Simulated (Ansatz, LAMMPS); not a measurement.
# Glassy 65SiO2-8Al2O3-28SrO (mol %) (115 atoms), the frame at 65 fs of a trajectory (instantaneous temperature 401 K)

The starting structure: 115 atoms (26 Si, 6 Al, 11 Sr, 72 O) placed at random at 2.97 g/cm³, melted at 4000 K for 10 ps at fixed volume with the Morse and Coulomb pair potential with partial charges (Pedone, Malavasi, Menziani, Cormack and Segre, J. Phys. Chem. B 110, 11780 (2006)). Quenched from 4000 K to 300 K at 20 K/ps and fixed volume, held 10 ps at zero pressure.

Geometry: the frame at 65 fs of a trajectory (instantaneous temperature 401 K). Computed with Ansatz 0.2.0: Kohn-Sham DFT, PBE, PAW (set soft_2), plane waves; cutoff 420 eV, Γ point, gaussian smearing of 0.025 eV; density 3.07 g/cm³.

Cell vectors (Å):

```
11.766 0.000 0.000
0.000 11.766 0.000
0.000 0.000 11.766
```

Positions (Å):

```
1 Si 4.518 10.008 3.829
2 Si 0.156 8.436 10.697
3 Si 4.283 3.095 3.020
4 Si 6.249 5.027 6.322
5 Si 1.759 6.001 0.440
6 Si 9.061 4.670 5.266
7 Si 1.155 9.721 3.503
8 Si 10.722 7.151 6.211
9 Si 8.393 6.954 3.183
10 Si 3.273 1.579 5.541
11 Si 9.012 7.408 10.373
12 Si 0.181 0.736 10.297
13 Si 6.596 7.932 5.303
14 Si 3.218 11.340 10.153
15 Si 3.273 6.049 3.351
16 Si 8.513 11.360 2.770
17 Si 5.650 6.577 1.527
18 Si 0.809 11.407 5.874
19 Si 7.289 8.883 8.390
20 Si 3.502 4.109 7.013
21 Si 1.806 9.473 8.139
22 Si 11.228 7.143 3.144
23 Si 0.007 4.197 1.972
24 Si 5.948 4.215 11.460
25 Si 7.917 9.761 0.324
26 Si 7.972 2.017 8.352
27 Al 9.126 11.331 9.801
28 Al 4.920 2.188 9.095
29 Al 2.145 6.920 6.293
30 Al 4.856 9.609 0.609
31 Al 7.745 5.098 9.109
32 Al 11.331 11.023 1.149
33 Sr 6.561 1.407 5.133
34 Sr 9.529 10.648 6.375
35 Sr 6.226 1.124 0.301
36 Sr 2.161 1.288 1.680
37 Sr 11.232 2.763 7.254
38 Sr 10.911 1.636 3.751
39 Sr 4.792 10.435 6.968
40 Sr 9.809 3.459 11.070
41 Sr 7.966 3.370 2.569
42 Sr 2.353 3.430 10.727
43 Sr 4.657 6.743 9.564
44 O 9.896 3.349 5.189
45 O 5.806 2.909 3.536
46 O 9.800 7.378 2.359
47 O 1.826 0.471 10.185
48 O 4.337 0.654 9.815
49 O 6.598 5.316 7.851
50 O 11.599 0.797 0.115
51 O 7.811 7.982 4.302
52 O 0.711 7.124 11.578
53 O 5.018 3.087 10.620
54 O 9.045 5.773 10.335
55 O 4.863 11.348 4.579
56 O 8.740 3.618 8.698
57 O 0.453 8.385 2.796
58 O 10.810 0.037 9.402
59 O 7.690 0.930 2.196
60 O 10.156 11.521 2.501
61 O 8.118 10.259 8.773
62 O 2.798 9.701 3.841
63 O 8.576 1.167 7.129
64 O 3.642 3.297 8.435
65 O 0.993 8.661 9.270
66 O 5.442 5.024 1.026
67 O 8.740 5.490 3.847
68 O 9.032 10.725 11.460
69 O 3.534 4.475 3.335
70 O 0.440 6.675 6.645
71 O 11.461 0.777 5.896
72 O 0.369 10.212 4.824
73 O 6.452 10.126 11.715
74 O 0.946 4.648 0.639
75 O 6.409 5.308 10.365
76 O 0.811 2.957 2.690
77 O 6.413 2.328 8.255
78 O 0.904 10.558 7.254
79 O 7.344 3.447 0.194
80 O 5.149 7.736 0.470
81 O 5.732 8.874 8.851
82 O 4.134 2.552 1.410
83 O 8.275 1.154 9.770
84 O 10.836 7.378 4.640
85 O 10.308 3.579 1.629
86 O 10.090 8.422 6.882
87 O 2.588 8.515 7.127
88 O 4.985 4.091 6.349
89 O 2.961 5.622 7.105
90 O 2.541 6.386 1.864
91 O 3.476 1.996 3.956
92 O 0.087 2.362 9.813
93 O 8.273 8.268 11.572
94 O 6.137 6.473 5.618
95 O 0.023 5.674 2.718
96 O 7.481 4.202 5.674
97 O 7.003 8.749 6.732
98 O 7.132 6.695 2.163
99 O 2.565 2.981 6.104
100 O 4.911 10.068 2.235
101 O 2.730 6.736 4.666
102 O 2.280 0.251 5.426
103 O 9.800 5.750 6.237
104 O 0.838 10.927 2.374
105 O 8.000 10.024 1.889
106 O 2.982 10.352 8.848
107 O 0.085 9.747 11.676
108 O 10.487 7.971 10.136
109 O 5.351 8.904 4.828
110 O 3.564 10.459 11.523
111 O 2.778 5.642 11.033
112 O 4.473 1.320 6.559
113 O 8.052 7.569 9.032
114 O 8.347 11.302 4.368
115 O 4.770 6.672 2.883
```

Q: Give the force on every atom.

Columns: atom, fx, fy, fz (forces in eV/Å).

```
1 -0.908 -0.486 -1.508
2 0.451 0.144 1.329
3 1.445 -1.265 -1.056
4 1.324 0.618 1.044
5 1.668 3.676 0.463
6 -0.942 2.032 1.077
7 1.562 0.196 -2.218
8 0.235 -0.164 1.413
9 0.160 0.262 -1.782
10 0.006 0.123 -0.317
11 -0.703 -0.116 0.150
12 -0.426 2.605 -0.634
13 -1.123 3.233 1.551
14 -0.589 -1.393 0.564
15 1.595 1.591 -3.275
16 -0.682 0.039 -0.839
17 -1.649 1.107 0.470
18 1.935 -0.716 -0.014
19 -1.127 -0.139 0.378
20 -0.840 -2.219 -0.314
21 -1.321 0.060 -0.446
22 0.005 0.346 -1.169
23 0.482 -0.566 0.715
24 1.946 -1.186 -0.199
25 1.364 -0.672 -0.142
26 1.573 0.387 1.647
27 -0.487 0.523 0.345
28 -0.828 0.748 -1.174
29 -0.906 0.691 0.436
30 1.518 -1.938 -0.734
31 0.618 0.371 1.306
32 -0.674 -0.497 -1.165
33 0.016 -0.810 0.427
34 -0.342 -0.222 0.020
35 0.124 -0.323 0.002
36 -0.027 -1.004 0.755
37 -0.548 0.022 0.537
38 -0.280 0.156 -0.264
39 -0.190 -0.092 -0.011
40 -0.333 -0.317 -0.597
41 -0.610 0.391 -0.893
42 0.475 -0.605 -0.965
43 -0.118 0.552 0.187
44 0.662 -1.232 -0.885
45 0.158 0.983 -0.667
46 -1.769 -0.199 0.304
47 -0.090 -0.361 0.669
48 1.294 0.688 -0.369
49 -0.068 0.956 0.271
50 0.194 -1.089 1.831
51 1.675 0.041 -0.868
52 0.200 0.604 0.037
53 0.400 0.700 1.676
54 -0.185 -0.544 -0.058
55 0.344 0.517 0.713
56 -0.715 -1.499 -0.358
57 1.095 0.668 0.392
58 -0.290 -1.326 -0.382
59 0.739 -0.121 0.384
60 -0.082 -0.432 -1.538
61 0.431 -0.378 -0.893
62 -0.119 -0.377 -0.202
63 0.137 0.628 -0.286
64 -0.387 0.576 0.731
65 0.005 0.174 0.933
66 -0.340 0.015 -0.742
67 0.092 -0.786 -0.047
68 1.029 1.287 -1.026
69 -0.504 -0.370 0.634
70 0.878 -0.146 0.225
71 -0.323 0.083 0.479
72 -0.486 0.263 0.574
73 -3.257 1.445 -1.020
74 -2.087 -2.777 0.164
75 -0.018 0.283 -0.531
76 -0.161 0.622 -0.289
77 -0.588 -0.243 -0.066
78 0.105 -0.075 1.173
79 -0.668 -0.611 0.105
80 -0.061 0.291 -0.217
81 -0.104 0.117 0.088
82 -0.479 0.013 1.287
83 -0.025 0.328 0.114
84 -0.118 0.186 -0.682
85 0.067 0.586 0.251
86 -0.237 0.221 0.272
87 0.651 -1.207 -0.869
88 -1.025 -0.273 -1.249
89 0.572 -1.013 1.179
90 -1.305 -0.112 -0.346
91 -0.670 -0.961 -0.307
92 0.400 -0.068 -0.104
93 0.476 -1.685 -0.341
94 -1.023 -1.362 -0.216
95 -0.320 -0.281 0.614
96 1.490 -0.469 -0.712
97 0.886 0.119 -0.839
98 2.058 -0.042 -0.202
99 -0.749 1.436 0.888
100 -0.497 0.003 1.724
101 -0.515 0.045 -0.145
102 -1.086 0.290 0.654
103 -0.906 -0.806 0.746
104 1.372 0.152 0.293
105 0.809 0.163 2.708
106 0.879 0.453 0.347
107 -0.291 0.128 -0.055
108 -0.082 0.264 -0.126
109 -0.600 -0.425 -0.487
110 -0.377 1.110 -1.211
111 1.157 0.178 -0.985
112 0.577 -0.986 0.341
113 -0.097 0.100 -0.513
114 -0.087 0.240 0.458
115 -0.891 0.156 1.470
```

The quench rate of 20 K/ps is many orders above laboratory rates, so the cell is likely richer in defects and strain than a real sample. The network of bonds at the start is that of the classical potential that made the cell. Only the Γ point is sampled, in a cell whose shortest periodic width is 12 Å.

The r.m.s. force component is 0.908 eV/Å; the longest force, 4.06 eV/Å, acts on Si5. The energy lies 31.1 meV/atom below that of the first step of this run.

[Logs are printed without paths, hosts, clocks, repeated set-up lines and the standing remarks that a program may print on its own settings, such as how far it seeks lower states.]

[Hosts, paths, dates, database ids (printed as entryN), source tags and the programs' standing remarks are cut or masked in the printed files.]
